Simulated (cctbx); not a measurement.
**A disordered crystal of nominal Mn21Al2N6**

Cell a = 11.2520 Å, b = 11.2520 Å, c = 11.2520 Å, α = 90.00°, β = 90.00°, γ = 90.00°; space group Fm-3m (no. 225); nominal formula Mn21Al2N6.

The data are simulated with cctbx, not measured: Mo Kα, λ = 0.71073 Å, to d = 0.6 Å, 50 % of the full sphere, strongest reflection 5000 counts, noise from counting, a 4 % proportional error and a noise floor of 15 counts (s.d.); no absorption.

With every site full:

```text
Rint 0.214, 217 unique reflections to 0.60 A
cycle     R1     wR2    GooF  max shift (A)
   1  0.2367  0.4145   6.614   0.00619
   2  0.0453  0.0630   1.005   0.00010
final R1 0.0453 wR2 0.0630 GooF 1.005  parameters 12  data/parameter 18.1
atom        x        y        z      Ueq    occ   su(xyz)  su(Uiso or U11)
Mn1    0.88416  0.88416  0.61584   0.0294  1.000  0.00007  0.0003
Mn2    0.33157  0.66843  0.00000   0.0508  1.000  0.00011  0.0005
Mn3    0.00000  0.00000  0.00000   0.0444  1.000  0.00000  0.0014
Al2    0.25000  0.25000  0.75000   0.0290  1.000  0.00000  0.0015
N1     0.00000  0.00000  0.72304   0.0294  1.000  0.00100  0.0029
difference map: max 9.32 min -3.29 rms 0.60
Q1    0.0000  0.0000  0.0000    4    9.32  0.00 A from Mn3
Q2    0.0000  0.0000  0.1897   24    2.55  0.98 A from N1
Q3    0.0000  0.0000  0.3699   24    2.53  1.05 A from N1
Q4    0.2039  0.2039  0.2961   32    2.47  0.90 A from Al2
Q5    0.0428  0.2500  0.2500   48    2.33  1.38 A from Mn2
Q6    0.0439  0.1743  0.1743   96    2.24  0.50 A from Mn2
```

With the occupancies of the suspect sites free, each still typed as its main element:

```text
Rint 0.214, 217 unique reflections to 0.60 A
cycle     R1     wR2    GooF  max shift (A)
   1  0.3090  0.5500   8.819   0.00348
  10  0.0428  0.0594   0.952   0.00019
final R1 0.0427 wR2 0.0593 GooF 0.951  parameters 14  data/parameter 15.5
atom        x        y        z      Ueq    occ   su(xyz)  su(Uiso or U11)
Mn1    0.88417  0.88417  0.61583   0.0294  1.000  0.00007  0.0003
Mn2    0.33156  0.66844  0.00000   0.0509  1.000  0.00010  0.0005
Mn3    0.00000  0.00000  0.00000   0.0382  0.927  0.00000  0.0021
Al2    0.25000  0.25000  0.75000   0.0326  1.044  0.00000  0.0022
N1     0.00000  0.00000  0.72338   0.0295  1.000  0.00095  0.0027
su of occupancy Mn3: 0.020
su of occupancy Al2: 0.025
difference map: max 7.72 min -3.52 rms 0.58
Q1    0.0000  0.0000  0.0000    4    7.72  0.00 A from Mn3
Q2    0.0000  0.0000  0.3698   24    2.55  1.05 A from N1
Q3    0.0000  0.0000  0.1990   24    2.48  0.87 A from N1
Q4    0.0000  0.0000  0.5000    4    2.44  2.26 A from Mn1
Q5    0.1741  0.2225  0.2225   96    2.27  0.96 A from Al2
Q6    0.0426  0.1710  0.1710   96    2.06  0.48 A from Mn2
```

**Question.** What is the disorder?

X-rays count electrons. Mn3 refines to 0.927(0.020), or 23.2 electrons; the site truly holds 0.9 Mn and 0.1 Al, 23.8 electrons, which is 0.952 of Mn; Al2 refines to 1.044(0.025), or 13.6 electrons; the site truly holds 0.95 Al and 0.05 Mn, 13.6 electrons, which is 1.046 of Al. A value under 1 can't tell vacancies from a lighter guest, and one over 1 needs a heavier guest; chemistry or a second radiation must settle which. Occupancy correlates with U and the scale, and the two elements' form factors differ in shape, so the match is approximate.

Freeing them takes R1 from 0.0453 to 0.0427 and GooF from 1.00 to 0.95.

The model is made up (kin elements in a known structure type, no relaxation), so it says nothing on whether the phase exists.

[Middle refinement cycles are left out of these outputs.]

[Logs are printed without paths, hosts, clocks, repeated set-up lines and the standing remarks that a program may print on its own settings, such as how far it seeks lower states.]
